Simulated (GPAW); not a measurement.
# O K-edge XANES of K3ClO (Pm), part 2 of 2

Aim: the near-edge shape at the O K edge of K3ClO (Pm), and what the core hole does to it.

GPAW 26.7.0; X-ray absorption from dipole matrix elements to empty bands, plane-wave PAW LDA.

So far. Step 5 (Spectrum with FCH, O atom 5): The hole costs E(hole) − E(ground) = 527.94 eV, and the lowest empty level of the hole cell on the spectrum's mesh lies at 3.66 eV, which puts the zero at 531.60 eV. One term is added: -8.83 eV, since the hole is spin-paired here and a spin-polarised one costs that much less in the free atom (computed apart). The photon energy is then 522.77 eV.

### Step 7. Spectrum with FCH, O atom 5

Another set-up is tried: charge keyword to -2.

Input file xas.py:

```python
import numpy as np
from ase import Atoms
from ase.parallel import parprint, paropen
from gpaw import GPAW, PW, FermiDirac, Mixer, MixerDif, setup_paths
from gpaw.test import gen
setup_paths.insert(0, '.')
gen('O', name='fch1s', xcname='LDA', corehole=(1, 0, 1), write_xml=True)
from gpaw.mpi import world
world.barrier()

atoms = Atoms('K6Cl2O2',
    cell=[[5.10299038, 0, 5.14652504],
     [-5.14394718, 5.13676547, 0],
     [-5.14394718, -5.13676547, 0]],
    scaled_positions=[[0.02905632, 0.75652316, 0.75652316],
     [0.02905632, 0.25652316, 0.25652316],
     [0.96900341, 0.73301376, 0.23301376],
     [0.96900341, 0.23301376, 0.73301376],
     [0.50022143, 0.22965659, 0.22965659],
     [0.50022143, 0.7296566, 0.7296566],
     [0.5016102, 0.25161654, 0.75161654],
     [0.5016102, 0.75161654, 0.25161654],
     [0.00010864, 0.99303895, 0.99303895],
     [0.00010864, 0.49303895, 0.49303895]],
    pbc=True)
atoms.calc = calc = GPAW(legacy_gpaw=True, mode=PW(500, force_complex_dtype=True), xc='LDA', setups={8: 'fch1s'},
    kpts={'size': (3, 2, 2), 'gamma': True}, occupations=FermiDirac(0.02),
    charge=-2, mixer=Mixer(0.1, 5, 50), maxiter=150,
    convergence={'density': 0.0001, 'eigenstates': 1e-6}, txt='scf.txt')
energy = atoms.get_potential_energy() + calc.get_reference_energy()
ef = calc.get_fermi_level()
out = dict(energy=energy, fermi=ef, forces=atoms.get_forces().tolist())
parprint(f'all-electron energy {energy:.4f} eV, Fermi level {ef:.4f} eV')
ev = np.array([[calc.get_eigenvalues(k, s) for k in range(len(calc.get_ibz_k_points()))] for s in range(calc.get_number_of_spins())])
out['homo'], out['lumo'], out['counts'] = ev[ev < ef].max(), ev[ev > ef].min(), sorted(set((ev < ef).sum((0, 2)).tolist()))
out['filled'] = (ev[:, 0] < ef).sum(1).tolist()

from ase.units import Ha
from gpaw.xas import dipole_matrix_elements
nb = int(calc.get_number_of_electrons() / 2) + 164
top, nb = nb, nb + 8 + nb // 12
nscf = calc.fixed_density(kpts={'size': (3, 3, 3), 'gamma': True}, nbands=nb,
    convergence={'bands': top, 'eigenstates': 5e-3}, maxiter=60, txt='nscf.txt')
cell = atoms.cell.array
ops = [cell.T @ U.T @ np.linalg.inv(cell.T) for U in nscf.wfs.kd.symmetry.op_scc]
filled = [40]  # bands filled in the ground state, by spin
E = np.arange(-6, 34, 0.1)
fwhm = np.interp(E, [4, 25], [0.9, 3.5])
Y, X, zero, highest = 0, 0, 1e9, 1e9
for spin in range(nscf.get_number_of_spins()):
    wfs = nscf.wfs
    mine = wfs.bd.get_slice()  # this rank's bands
    A = dipole_matrix_elements(wfs.setups[8])
    eps = np.zeros((wfs.kd.nibzkpts, nb))
    d = np.zeros((3, A.shape[1], wfs.kd.nibzkpts, nb), complex)
    for kpt in wfs.kpt_u:
        if kpt.s == spin and 8 in kpt.P_ani:
            eps[kpt.k, mine] = kpt.eps_n * Ha
            d[:, :, kpt.k, mine] = (kpt.weight * wfs.nspins / 2) ** 0.5 * np.inner(A, kpt.P_ani[8])
    world.sum(eps)
    world.sum(d)
    T = np.einsum('amkn,bmkn->abkn', d, d.conj()).real
    T = sum(np.einsum('ai,ijkn,bj->abkn', R, T, R) for R in ops) / len(ops)
    empty = np.ones_like(eps, bool) & (np.arange(nb) >= filled[spin])
    zero, highest = min(zero, eps[empty].min()), min(highest, eps[:, top - 1].min())
    lines = [(eps, T, empty)] if spin == 0 else lines + [(eps, T, empty)]
for eps, T, empty in lines:
    f = np.einsum('aakn->akn', T).reshape(3, -1)
    x = eps.ravel() - zero
    w = np.interp(x, E, fwhm) / 2.35482
    g = np.exp(-0.5 * ((E[:, None] - x) / w) ** 2) / (w * (2 * np.pi) ** 0.5)
    Y = Y + (f * empty.ravel()) @ g.T
    X = X + (f * ~empty.ravel()) @ g.T
out.update(E=E.round(2).tolist(), xas=Y.tolist(), xes=X.tolist(), zero=zero, valid=highest - zero, nk=len(eps), nb=nb)
for i in range(0, len(E), 10):
    parprint(f'{E[i]:7.2f}', *(f'{v:10.3e}' for v in Y[:, i]))
import json
with paropen('out.json', 'w') as f:
    json.dump(out, f)
```

Run with:

```
$ OMP_NUM_THREADS=1 mpirun -n 4 gpaw python xas.py
```

It took 71 s on 4 MPI ranks of Intel Xeon Platinum 8375C at 2.90GHz (Ice Lake), shared host; peak memory 0.38 GiB; 4.7 min of CPU time.

The run finished. A setting was moved off its sound value on purpose, so it serves as a test and not as the result.

The fault put into the input: the charge keyword adds two electrons for one core hole.

The scaled spectrum changes by 6 % r.m.s. The highest intensity below 16 eV goes from 7.8 eV (2.53) to 7.9 eV (2.52).

```
E (eV)  first run  this run
  -2.0       0.00      0.00
  -0.5       0.00      0.00
   1.0       0.11      0.11
   2.5       0.65      0.61
   4.0       1.29      1.29
   5.5       1.71      1.67
   7.0       1.55      1.33
   8.5       1.75      2.00
  10.0       1.00      1.00
  11.5       0.89      0.87
  13.0       1.07      1.07
  14.5       0.80      0.82
  16.0       0.68      0.69
  17.5       0.81      0.81
  19.0       0.87      0.87
  20.5       1.16      1.15
  22.0       1.37      1.39
  23.5       1.11      1.12
  25.0       0.90      0.90
  26.5       0.93      0.92
  28.0       0.98      0.98
  29.5       1.01      1.02
```

### Step 8. What the core hole does

Both curves are counted from their own zero, so only the shift of weight within the empty states shows.

```
E (eV)  no hole   FCH
  -2.0     0.00  0.00
  -1.0     0.00  0.00
   0.0     0.00  0.01
   1.0     0.25  0.11
   2.0     0.50  0.39
   3.0     0.88  1.20
   4.0     1.09  1.29
   5.0     1.12  1.27
   6.0     1.71  1.38
   7.0     0.70  1.55
   8.0     2.15  2.44
   9.0     2.12  1.15
  10.0     1.36  1.00
  11.0     1.03  0.84
  12.0     1.03  1.02
  13.0     1.20  1.07
  14.0     0.92  0.91
  15.0     0.70  0.70
  16.0     0.74  0.68
  17.0     0.76  0.78
  18.0     0.65  0.83
  19.0     0.61  0.87
  20.0     0.76  1.03
  21.0     0.99  1.28
  22.0     1.11  1.37
  23.0     1.06  1.22
  24.0     0.92  1.01
  25.0     0.84  0.90
  26.0     0.84  0.91
  27.0     0.85  0.95
  28.0     0.84  0.98
  29.0     0.83  1.00
  30.0     0.86  1.01
```

With each curve scaled to its own mean, the area from −2 to 6 eV with the hole is 5.0 against 4.8, and the centre of weight from −1 to 20 eV moves by +0.1 eV (first and strongest maxima below 20 eV: 3.5 eV (1.35), 5.8 eV (1.77) and 8.5 eV (2.63) without the hole, 3.3 eV (1.33), 4.2 eV (1.35), 5.6 eV (1.71) and 7.8 eV (2.53) with it); the shape changes all the same, by 31 % r.m.s.

### Step 9. What came out

| Item | Value |
| --- | --- |
| absorber and edge | O K, atom 5 of the ground-state input (counted from 1) |
| surroundings | 3 K at 2.57 Å, 2 K at 2.58 Å and 1 K at 2.59 Å (octahedral, site symmetry m) |
| highest intensity below 16 eV | 7.8 eV above the zero, height 2.53 |
| photon energy of the zero, with the added terms | 522.8 eV (raw 531.6 eV; LDA puts this hole about 4 eV below PBE, itself good to a few eV) |

**Reading.** The O K edge of atom 5, with 3 K at 2.57 Å, 2 K at 2.58 Å and 1 K at 2.59 Å (octahedral, site symmetry m), has its highest intensity of the first 16 eV at 7.8 eV above the zero, near 531 eV in photon energy (LDA puts this hole about 4 eV below PBE, itself good to a few eV), 2.5 times the mean level of the first 20 eV (Gaussian full width 0.9 eV up to 4 eV, rising linearly to 3.5 eV at 25 eV). With each curve scaled to its own mean, the area from −2 to 6 eV with the hole is 5.0 against 4.8, and the centre of weight from −1 to 20 eV moves by +0.1 eV (first and strongest maxima below 20 eV: 3.5 eV (1.35), 5.8 eV (1.77) and 8.5 eV (2.63) without the hole, 3.3 eV (1.33), 4.2 eV (1.35), 5.6 eV (1.71) and 7.8 eV (2.53) with it); the shape changes all the same, by 31 % r.m.s. Changing the core hole from full to half alters the shape by 16 % r.m.s., a modest effect on the whole. The mesh is coarse (0.41 Å⁻¹ between points), so small maxima may be mesh ripples. Lifetime broadening is put in by hand, and intensities beyond about 20 eV depend on it and on the partial waves. The structure is a computed Materials Project entry and may be a hypothetical form.

[Logs are printed without paths, hosts, clocks, repeated set-up lines and the standing remarks that a program may print on its own settings, such as how far it seeks lower states.]

[Hosts, paths, dates, database ids (printed as entryN), source tags and the programs' standing remarks are cut or masked in the printed files.]

[Lists of maxima count a maximum above −3 eV only where it reaches 4 % of the highest in the window and stands out from its surroundings by 2 % of it (1.5 % where it reaches 55 %); shoulders and weaker maxima are passed over, and of the rest the first, up to two pre-edge ones and the few strongest are named.]
